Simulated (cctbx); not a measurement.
**Accept or mend?**

Cell a = 7.0350 Å, b = 7.0350 Å, c = 7.0350 Å, α = 90.00°, β = 90.00°, γ = 90.00°; space group Fm-3m (no. 225). The compound is H6OsPb2.

The data are simulated with cctbx, not measured: synchrotron X-rays, λ = 0.6889 Å, to d = 0.75 Å, 70 % of the full sphere, strongest reflection 70000 counts, noise from counting, a 3 % proportional error and a noise floor of 15 counts (s.d.); no absorption.

An anisotropic refinement with weights 1/σ² prints:

```text
Rint 0.024, 38 unique reflections to 0.77 A
cycle     R1     wR2    GooF  max shift (A)
   1  0.0064  0.0132   1.506   0.00000
final R1 0.0064 wR2 0.0132 GooF 1.502  parameters 2  data/parameter 19.0
atom        x        y        z      Ueq    occ   su(xyz)  su(Uiso or U11)
Pb1    0.25000  0.75000  0.75000   0.0076  1.000  0.00000  0.0001
Os1    0.00000  0.00000  0.00000   0.0069  1.000  0.00000  0.0001
difference map: max 1.12 min -0.89 rms 0.19
Q1    0.0000  0.0000  0.2290   24    1.13  1.61 A from Os1
Q2    0.1245  0.1245  0.3755   32    0.32  1.53 A from Pb1
Q3    0.0000  0.2500  0.2500   24    0.29  1.76 A from Pb1
Q4    0.1023  0.1023  0.1023   32    0.25  1.25 A from Os1
Q5    0.1506  0.2500  0.2500   48   -0.11  0.70 A from Pb1
```

Q: Accept it or mend it, and why?

Mend it. The fault: an atom left out, H at (0.7650, 0, 0). Against the right model at the same level, R1 goes from 0.0044 to 0.0064 and GooF from 0.96 to 1.50 and the top difference peak, 1.1 e/Å³, lies 1.61 Å from Os1. Q1 is the missing atom. With scattering power missing, scale and phases suffer, so peaks may also grow on the heavy atoms.

The compound is H6OsPb2. The right model at the same level gives:

```text
Rint 0.024, 38 unique reflections to 0.77 A
cycle     R1     wR2    GooF  max shift (A)
   1  0.0045  0.0082   0.963   0.00000
final R1 0.0044 wR2 0.0082 GooF 0.958  parameters 4  data/parameter 9.5
atom        x        y        z      Ueq    occ   su(xyz)  su(Uiso or U11)
Pb1    0.25000  0.75000  0.75000   0.0076  1.000  0.00000  0.0001
Os1    0.00000  0.00000  0.00000   0.0069  1.000  0.00000  0.0001
H1     0.76854  0.00000  0.00000   0.0296  1.000  0.00715  0.0139
difference map: max 0.40 min -0.81 rms 0.12
Q1    0.1244  0.1244  0.3756   32    0.40  1.53 A from Pb1
Q2    0.0000  0.2500  0.2500   24    0.35  1.76 A from Pb1
Q3    0.1067  0.1067  0.1067   32    0.29  1.30 A from Os1
Q4    0.0000  0.0000  0.2230   24    0.23  0.06 A from H1
Q5    0.0000  0.0000  0.3259   24    0.18  0.66 A from H1
Q6    0.0000  0.1024  0.2279   96    0.10  0.72 A from H1
```

The model was made for the exercise: a known structure type with other elements put in, its volume estimated, not relaxed; displacement parameters are assumed.

[Middle refinement cycles are left out of these outputs.]

[Logs are printed without paths, hosts, clocks, repeated set-up lines and the standing remarks that a program may print on its own settings, such as how far it seeks lower states.]
